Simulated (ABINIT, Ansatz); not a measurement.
# SnH2 (P-3m1): zone-centre phonons, part 3 of 3

Wanted: the vibrations of SnH2 (P-3m1) at Γ, by two programs.

ABINIT 10.8.3; DFT LDA, scalar-relativistic, plane waves, HGH norm-conserving pseudopotentials.

So far. Step 3 (Self-consistent run for the response): The cell stands at -0.54 GPa: the relaxation ran with a smoothed and higher cutoff, and the difference is a stress of the finite basis. Step 4 (Zone-centre response): The acoustic modes at Γ come out as far as 0.4 cm⁻¹ from zero, where they should vanish, a small numerical error. The lowest optical mode is imaginary, 348i cm⁻¹, an instability at this level and on this k mesh. The relaxed cell has a = 3.561, c = 3.130 Å (conventional setting).

The structure was built from a prototype and need not be the compound's stable phase.

## Step 5: Modes with the sum rule

anaddb reads the merged derivatives and imposes the acoustic sum rule.

File anaddb.abi:

```
ddb_filepath "gamma_DDB"
output_file "anaddb.abo"
outdata_prefix "anaddb"
asr 1
chneut 1
enunit 2
eivec 1
nph1l 1
qph1l 0.0 0.0 0.0 1.0
```

File mrgddb.in:

```
gamma_DDB
merged
2
dfpt_gammao_DDB
gso_DDB
```

Launch:

```console
mrgddb < mrgddb.in > mrgddb.log
OMP_NUM_THREADS=1 anaddb anaddb.abi > anaddb.log
```

anaddb.abo, the main output file:

```text
-outvars_anaddb: echo values of input variables ----------------------

 Miscellaneous information :
      enunit         2
       eivec         1
         asr         1
 First list of wavevector (reduced coord.) :
       nph1l         1
       qph1l
                     0.00000000E+00  0.00000000E+00  0.00000000E+00    1.000E+00

================================================================================

 read the DDB information and perform some checks

  ==== Info on the Cryst% object ====
 Real(R)+Recip(G) space primitive vectors, cartesian coordinates (Bohr,Bohr^-1):
 R(1)=  6.7301063  0.0000000  0.0000000  G(1)=  0.1485861  0.0857862  0.0000000
 R(2)= -3.3650531  5.8284430  0.0000000  G(2)=  0.0000000  0.1715724  0.0000000
 R(3)=  0.0000000  0.0000000  5.9149192  G(3)=  0.0000000  0.0000000  0.1690640
 Unit cell volume ucvol=  2.3201886E+02 bohr^3
 Angles (23,13,12)=  9.00000000E+01  9.00000000E+01  1.20000000E+02 degrees
 Time-reversal symmetry is present
 Reduced atomic positions [iatom, xred, symbol]:
    1)    0.0000000  0.0000000  0.0000000  Sn
    2)    0.3333333  0.6666667  0.2187948   H
    3)    0.6666667  0.3333333  0.7812052   H

 DDB file with 3 blocks has been read.

================================================================================

 Treat the first list of vectors

  Phonon wavevector (reduced coordinates) :  0.00000  0.00000  0.00000
 Phonon energies in Hartree :
  -1.586430E-03 -1.586430E-03  0.000000E+00  0.000000E+00  0.000000E+00
   2.130953E-03  3.655028E-03  3.978337E-03  3.978337E-03
 Phonon energies in meV     :
- -4.316897E+01 -4.316897E+01  0.000000E+00  0.000000E+00  0.000000E+00
-  5.798619E+01  9.945839E+01  1.082561E+02  1.082561E+02
 Phonon frequencies in cm-1    :
- -3.481812E+02 -3.481812E+02  0.000000E+00  0.000000E+00  0.000000E+00
-  4.676902E+02  8.021860E+02  8.731441E+02  8.731441E+02
 Phonon frequencies in Thz     :
- -1.043821E+01 -1.043821E+01  0.000000E+00  0.000000E+00  0.000000E+00
-  1.402100E+01  2.404893E+01  2.617620E+01  2.617620E+01
 Phonon energies in Kelvin  :
- -5.009551E+02 -5.009551E+02  0.000000E+00  0.000000E+00  0.000000E+00
-  6.729018E+02  1.154167E+03  1.256260E+03  1.256260E+03

 Eigendisplacements
 (will be given, for each mode : in cartesian coordinates
   for each atom the real part of the displacement vector,
   then the imaginary part of the displacement vector - absolute values smaller than 1.0d-7 are set to zero)
  Mode number    1   Energy   -1.586430E-03
 Attention : low frequency mode.
   (Could be unstable or acoustic mode)
-  1  1.81325948E-04  2.10446965E-04  0.00000000E+00
-     0.00000000E+00  0.00000000E+00  0.00000000E+00
-  2 -1.06776339E-02 -1.23924660E-02  0.00000000E+00
-     0.00000000E+00  0.00000000E+00  0.00000000E+00
-  3 -1.06776339E-02 -1.23924660E-02  0.00000000E+00
-     0.00000000E+00  0.00000000E+00  0.00000000E+00
  Mode number    2   Energy   -1.586430E-03
 Attention : low frequency mode.
   (Could be unstable or acoustic mode)
-  1  2.10446965E-04 -1.81325948E-04  0.00000000E+00
-     0.00000000E+00  0.00000000E+00  0.00000000E+00
-  2 -1.23924660E-02  1.06776339E-02  0.00000000E+00
-     0.00000000E+00  0.00000000E+00  0.00000000E+00
-  3 -1.23924660E-02  1.06776339E-02  0.00000000E+00
-     0.00000000E+00  0.00000000E+00  0.00000000E+00
  Mode number    3   Energy    0.000000E+00
 Attention : low frequency mode.
   (Could be unstable or acoustic mode)
-  1  0.00000000E+00  0.00000000E+00  2.13166895E-03
-     0.00000000E+00  0.00000000E+00  0.00000000E+00
-  2  0.00000000E+00  0.00000000E+00  2.13166913E-03
-     0.00000000E+00  0.00000000E+00  0.00000000E+00
-  3  0.00000000E+00  0.00000000E+00  2.13166913E-03
-     0.00000000E+00  0.00000000E+00  0.00000000E+00
  Mode number    4   Energy    0.000000E+00
 Attention : low frequency mode.
   (Could be unstable or acoustic mode)
-  1  0.00000000E+00  2.13166833E-03  0.00000000E+00
-     0.00000000E+00  0.00000000E+00  0.00000000E+00
-  2  0.00000000E+00  2.13170543E-03  0.00000000E+00
-     0.00000000E+00  0.00000000E+00  0.00000000E+00
-  3  0.00000000E+00  2.13170543E-03  0.00000000E+00
-     0.00000000E+00  0.00000000E+00  0.00000000E+00
  Mode number    5   Energy    0.000000E+00
 Attention : low frequency mode.
   (Could be unstable or acoustic mode)
-  1  2.13166833E-03  0.00000000E+00  0.00000000E+00
-     0.00000000E+00  0.00000000E+00  0.00000000E+00
-  2  2.13170543E-03  0.00000000E+00  0.00000000E+00
-     0.00000000E+00  0.00000000E+00  0.00000000E+00
-  3  2.13170543E-03  0.00000000E+00  0.00000000E+00
-     0.00000000E+00  0.00000000E+00  0.00000000E+00
  Mode number    6   Energy    2.130953E-03
;  1  0.00000000E+00  0.00000000E+00  2.77784803E-04
;     0.00000000E+00  0.00000000E+00  0.00000000E+00
;  2  0.00000000E+00  0.00000000E+00 -1.63580327E-02
;     0.00000000E+00  0.00000000E+00  0.00000000E+00
;  3  0.00000000E+00  0.00000000E+00 -1.63580327E-02
;     0.00000000E+00  0.00000000E+00  0.00000000E+00
  Mode number    7   Energy    3.655028E-03
;  1  0.00000000E+00  0.00000000E+00  0.00000000E+00
;     0.00000000E+00  0.00000000E+00  0.00000000E+00
;  2  0.00000000E+00  0.00000000E+00  1.64963405E-02
;     0.00000000E+00  0.00000000E+00  0.00000000E+00
;  3  0.00000000E+00  0.00000000E+00 -1.64963405E-02
;     0.00000000E+00  0.00000000E+00  0.00000000E+00
  Mode number    8   Energy    3.978337E-03
-  1  0.00000000E+00  0.00000000E+00  0.00000000E+00
-     0.00000000E+00  0.00000000E+00  0.00000000E+00
-  2  1.24353846E-02 -1.08393015E-02  0.00000000E+00
-     0.00000000E+00  0.00000000E+00  0.00000000E+00
-  3 -1.24353846E-02  1.08393015E-02  0.00000000E+00
-     0.00000000E+00  0.00000000E+00  0.00000000E+00
  Mode number    9   Energy    3.978337E-03
-  1  0.00000000E+00  0.00000000E+00  0.00000000E+00
-     0.00000000E+00  0.00000000E+00  0.00000000E+00
-  2  1.08393015E-02  1.24353846E-02  0.00000000E+00
-     0.00000000E+00  0.00000000E+00  0.00000000E+00
-  3 -1.08393015E-02 -1.24353846E-02  0.00000000E+00
-     0.00000000E+00  0.00000000E+00  0.00000000E+00

 Analysis of degeneracies and characters (maximum tolerance=1.00E-06 a.u.)
 For each vibration mode, or group of modes if degenerate,
 the characters are given for each symmetry operation (see the list in the log file).
 Symmetry characters of vibration mode #   1
        degenerate with vibration mode #   2
  2.0 -2.0  0.0 -0.0 -1.0  1.0 -0.0  0.0 -1.0  1.0 -0.0  0.0
 Symmetry characters of vibration mode #   3
       degenerate with vibration modes #   4 to    5
  3.0 -3.0  1.0 -1.0  0.0 -0.0  1.0 -1.0  0.0 -0.0  1.0 -1.0
 Symmetry characters of vibration mode #   6
  1.0 -1.0  1.0 -1.0  1.0 -1.0  1.0 -1.0  1.0 -1.0  1.0 -1.0
 Symmetry characters of vibration mode #   7
  1.0  1.0  1.0  1.0  1.0  1.0  1.0  1.0  1.0  1.0  1.0  1.0
 Symmetry characters of vibration mode #   8
        degenerate with vibration mode #   9
  2.0  2.0  0.0  0.0 -1.0 -1.0 -0.0  0.0 -1.0 -1.0 -0.0 -0.0
-
```

Elapsed: 0.62 s, on 1 thread of Intel Xeon Platinum 8488C (Sapphire Rapids), shared host.

No LO-TO term; unit eigenvectors of the mass-weighted matrix, from anaddb's displacements. Modes at Γ, with each element's share of the kinetic energy (negative means imaginary):

| mode | frequency (cm⁻¹) | Sn % | H % |
| --- | --- | --- | --- |
| 1 | -348.2 | 2 | 98 |
| 2 | -348.2 | 2 | 98 |
| 3 | 0.0 | 98 | 2 |
| 4 | 0.0 | 98 | 2 |
| 5 | 0.0 | 98 | 2 |
| 6 | 467.7 | 2 | 98 |
| 7 | 802.2 | 0 | 100 |
| 8 | 873.1 | 0 | 100 |
| 9 | 873.1 | 0 | 100 |

Displacements in mode 1 (-348.2 cm⁻¹), the largest set to 1:
```
Sn1  0.01  0.02  0.00
H2  -0.86 -1.00  0.00
H3  -0.86 -1.00  0.00
```

Displacements in mode 9 (873.1 cm⁻¹), the largest set to 1:
```
Sn1  0.00  0.00  0.00
H2   0.87  1.00  0.00
H3  -0.87 -1.00  0.00
```

The rule moves no optical mode by more than 0.1 cm⁻¹.

## Step 6: Cross-check with Ansatz

The same cell goes through another code, with its own cutoff. The potentials differ.

This step: DFT LDA, scalar-relativistic, plane waves, PseudoDojo norm-conserving pseudopotentials (Ansatz 0.2.0).

File input.yaml:

```yaml
crystal:
  lattice:
    - [3.5614188688, 0.0, 0.0]
    - [-1.7807094347, 3.0842792138, 0.0]
    - [0.0, 0.0, 3.130040431]
  atoms:
    - { symbol: Sn, position: [0.0, 0.0, 0.0] }
    - { symbol: H, position: [0.3333333333, 0.6666666667, 0.2187948148] }
    - { symbol: H, position: [0.6666666667, 0.3333333333, 0.7812051852] }
kpoints:
  mp_grid: { grid: [12, 12, 12] }
hamiltonian:
  xc: lda
  pseudopotentials: { kind: nc, accuracy: standard }
scf:
  occupations: { method: gaussian, width: 0.27211 }
output:
  eigenvalues: true
phonons:
  method: dfpt
```

Launch:

```console
ansatz run input.yaml --threads 4 --pin off --max-ram 8192MiB --backend cpu --events-out ev --progress --plain --runs-dir out
```

Log:

```text
Engine: ansatz 0.2.0, x86_64-unknown-linux-gnu
Pseudopotentials: kind: nc
Pseudopotential: Sn, nc, valence charge 14, recommended cutoff 979.609905 eV (normal), Sn.nc.azcp (PseudoDojo's, or run here from an input of PseudoDojo's; its table is named by hamiltonian.pseudopotentials.accuracy)
Pseudopotential: H, nc, valence charge 1, recommended cutoff 1006.821291 eV (normal), H.nc.azcp (PseudoDojo's, or run here from an input of PseudoDojo's; its table is named by hamiltonian.pseudopotentials.accuracy)
Functional definition: SPW92
  exchange = slater_x
  correlation = pw_c
Crystal: 3 atoms, lattice volume = 34.382 Å³
Basis set: ecut = 1006.821291 eV, 2495 PW (Γ), exchange–correlation on 80×80×72 points (8 copies of the dense FFT grid, shifted against one another)
Bands: 12, of which v1, the nominal top of the filled ones, is band 8 counted from 1 (7 counted from 0)
Symmetry: 12 space group operations
k-points: 476 of 1728 (irreducible under 2 space group operations, time reversal used)
Non-local potential: Sn, projectors of the file, l = 0: 2, l = 1: 2, l = 2: 2
Non-local potential: H, projectors of the file, l = 0: 2, l = 1: 1
Initial density: superposition of atomic densities (chi_scale 0.1, normalization cell, long waves kept (reshape's long-wave potential 0.00 eV rms))
Initial wavefunctions: pseudopotential atomic-orbital guess
Functional: x = slater, c = lda
SCF iter   1: F=—  HF=-2168.604638 eV  |F-HF|=—  |Δ(HF+E_count)|=         —  Δρ=5.25e-2  dr2=1.00e0  ethr=3.10e-3  ⟨swp⟩=5.5  Hψ=32474  notcnv=0
preconditioner: auto → none  [metal: Δε(μ)=0.016 eV  Ē_g=20.045 eV  σ=0.272 eV  W_gap=0.03  n_scr=8 (ndim 8)  ℏωp=25.3 eV  f_vac=0.000  D(μ)=0.39/eV (n_scr^D=0)  sad-step TF]
SCF iter   2: F=—  HF=-2168.353557 eV  |F-HF|=—  |Δ(HF+E_count)|=   2.51e-1  Δρ=2.79e-2  dr2=3.12e-1  ethr=3.10e-3  ⟨swp⟩=1.0  Hψ=9533  notcnv=0
SCF iter   3: F=—  HF=-2168.244948 eV  |F-HF|=—  |Δ(HF+E_count)|=   1.09e-1  Δρ=2.92e-3  dr2=1.16e-3  ethr=1.95e-3  ⟨swp⟩=2.0  Hψ=8450  notcnv=0
SCF iter   4: F=—  HF=-2168.245694 eV  |F-HF|=—  |Δ(HF+E_count)|=   7.47e-4  Δρ=8.94e-4  dr2=1.63e-4  ethr=7.24e-6  ⟨swp⟩=2.4  Hψ=11062  notcnv=0
SCF iter   5: F=—  HF=-2168.245630 eV  |F-HF|=—  |Δ(HF+E_count)|=   6.47e-5  Δρ=1.28e-4  dr2=6.63e-6  ethr=1.02e-6  ⟨swp⟩=2.2  Hψ=8728  notcnv=0
SCF iter   6: F=—  HF=-2168.245628 eV  |F-HF|=—  |Δ(HF+E_count)|=   1.39e-6  Δρ=1.72e-5  dr2=3.09e-8  ethr=4.14e-8  ⟨swp⟩=2.2  Hψ=7500  notcnv=0
SCF iter   7: F=—  HF=-2168.245627 eV  |F-HF|=—  |Δ(HF+E_count)|=   1.54e-6  Δρ=3.35e-6  dr2=8.37e-10  ethr=1.93e-10  ⟨swp⟩=2.3  Hψ=9760  notcnv=0  defer=43
SCF iter   8: F=—  HF=-2168.245627 eV  |F-HF|=—  |Δ(HF+E_count)|=  1.63e-10  Δρ=4.44e-7  dr2=3.49e-11  ethr=5.23e-12  ⟨swp⟩=2.8  Hψ=10116  notcnv=0  defer=43
SCF iter   9: F=-2168.245627 eV  HF=-2168.245627 eV  |F-HF|=0.00e0  |Δ(HF+E_count)|=  1.23e-11  Δρ=3.37e-8  dr2=1.48e-13  ethr=1.00e-12  ⟨swp⟩=8.1  Hψ=32137  notcnv=0
SCF 1 converged in 9 iterations: F = -2168.245627 eV  dr2 = 1.48e-13
DFPT response loops at Γ: preconditioner auto → Kerker (q_TF=auto, 2.402 Å⁻¹) (partly filled bands, converged f_vac=0.000); β = 1.00, the filter's whole step (`scf.mixing.beta` (0.50) is not read by the response loops under this deck's `scf.mixing.preconditioner`; to damp them name `kerker` or `kerker_dos`, under which they read `scf.mixing.beta`, and type it under 1.00, their step now; both keys bind the ground state too); Broyden in place of MSR1
SCF converged after 9 iterations
Free energy (F): -2168.245627 eV
Harris-Foulkes:  -2168.245627 eV  (|F-HF|=0.00e0)
Internal energy: -2168.229153 eV  (E = F + TS)
E sigma→0 (E₀):  -2168.237390 eV
Entropy (-TS):   -0.016473 eV (-5.491 meV/atom)
Fermi energy:    8.737715 eV
--- Per-component energies (eV) ---
  E_band       = -103.398295
  E_kinetic    = 1303.971013
  E_local      = -1426.557870  (includes V_loc(G=0)·N_el)
  E_nonlocal   = -610.364928
  E_hartree    = 497.653944
  E_xc         = -609.021378
  E_vxc        = -365.754393  (∫ρ·V_xc dr)
  E_ewald      = -1323.909934
  E_smearing   = -0.016473  (= −TS)
  E_closure    = -0.000000  (closes the sum)
  Σ components = -2168.245627   (vs F -2168.245627, Δ=0.00e0)
--- Band table (eV; the first three rows and the last of 476) ---
  k-point 0: bands = [... 4 lower, -12.5388, -3.1135, 7.9732, 12.4163, 12.6673, 12.6673, 15.0758, 16.5524]
  k-point 1: bands = [... 4 lower, -12.5449, -3.0136, 7.7136, 12.4339, 12.7762, 12.7762, 13.9509, 17.1532]
  k-point 2: bands = [... 4 lower, -12.5616, -2.7160, 6.9146, 12.3455, 13.0924, 13.0924, 13.1573, 17.4197]
  k-point 475: bands = [... 4 lower, -12.4679, 2.3467, 4.8951, 6.1727, 7.3038, 10.9760, 11.7140, 18.3830]
--- Phonons (Γ-DFPT): 4 representative perturbations + reference, on 476 of 1728 k-points (Σ response iterations 12) ---
  k mesh reduced under 2 symmetry operations, with k and −k counted as one. Each operation leaves every solved perturbation unchanged. A smaller set is not used because it would not reduce the number of displacements times k-points to solve
  ASR residual: 2.393e-5 → 0.000e0 eV/Å²; symmetrization residual: 2.916e-6 eV/Å²
  ASR residual per site (eV/Å²): 2.39e-5 2.26e-6 2.26e-6
  Γ frequencies (cm⁻¹): -260.35 -260.35 0.00 0.00 0.00 464.06 802.79 893.73 893.73
  non-analytic LO–TO correction: not included (Born effective charges unavailable; polar crystals: no LO–TO splitting at Γ)
```

Elapsed: 34 s, on 4 threads; peak memory 1.8 GiB.

Numbers from this step:

```
sum-rule residual before enforcement             : 2.39e-5 eV/Å²
highest optical zone-centre mode (no LO-TO term) : 893.7 cm⁻¹
lowest optical zone-centre mode                  : -260.4 cm⁻¹
```

## Step 7: The two compared: ABINIT HGH and Ansatz, PseudoDojo

Numbers from this step:

| Item | Value |
| --- | --- |
| root-mean-square difference | 52.11 cm⁻¹ |
| largest difference | 87.83 cm⁻¹ |

Frequencies side by side, by row:

| q (reciprocal lattice) | mode | ABINIT HGH (cm⁻¹) | Ansatz, PseudoDojo (cm⁻¹) |
| --- | --- | --- | --- |
| 0 0 0 | 1 | -348.2 | -260.4 |
| 0 0 0 | 2 | -348.2 | -260.4 |
| 0 0 0 | 3 | 0 | 0 |
| 0 0 0 | 4 | 0 | 0 |
| 0 0 0 | 5 | 0 | 0 |
| 0 0 0 | 6 | 467.7 | 464.1 |
| 0 0 0 | 7 | 802.2 | 802.8 |
| 0 0 0 | 8 | 873.1 | 893.7 |
| 0 0 0 | 9 | 873.1 | 893.7 |

At the zone centre the largest difference (acoustic modes at Γ apart) is 10 % of the highest mode, but 25 % of the mode at 348i cm⁻¹ on which it sits.

## Step 8: Results

- space group after relaxation: P-3m1
- volume per atom: 11.5 Å³
- highest optical zone-centre mode (no LO-TO term): 873.1 cm⁻¹
- lowest optical zone-centre mode: -348.2 cm⁻¹
- imaginary optical modes at the zone centre (no q mesh in this session): yes
- largest difference from Ansatz, PseudoDojo: 87.8 cm⁻¹

In words: At the LDA level the optical modes of SnH2 (P-3m1) at the zone centre run from 348i to 873 cm⁻¹, so the structure is a saddle point, with 2 modes beyond 10i cm⁻¹ there. On other potentials, and in a cell that was not relaxed for them, the second run differs strongly on some modes. The base run prints -0.54 GPa, mostly the error of a finite basis; the relaxation, with a smoothed and higher cutoff, had brought the cell to rest. ABINIT HGH and Ansatz, PseudoDojo differ by 52.1 cm⁻¹ in the root mean square and by 87.8 cm⁻¹ at most, 10.1 % of the highest mode compared (acoustic modes at Γ left out); the two use different potentials, and the cell was not relaxed for the second set. These are harmonic frequencies at zero temperature: anharmonic shifts and linewidths and thermal expansion are left out. The HGH files keep few electrons and have no core correction, which is cheap but rough for Sn. In a metal the frequencies hang on the k mesh and the smearing, most of all near Kohn anomalies. The structure is a hypothetical one, built on a prototype.

[Host names and launcher messages were left out of these logs when they were recorded.]

[Logs are printed without paths, hosts, clocks, repeated set-up lines and the standing remarks that a program may print on its own settings, such as how far it seeks lower states.]

[Hosts, paths, dates, database ids (printed as entryN), source tags and the programs' standing remarks are cut or masked in the printed files.]
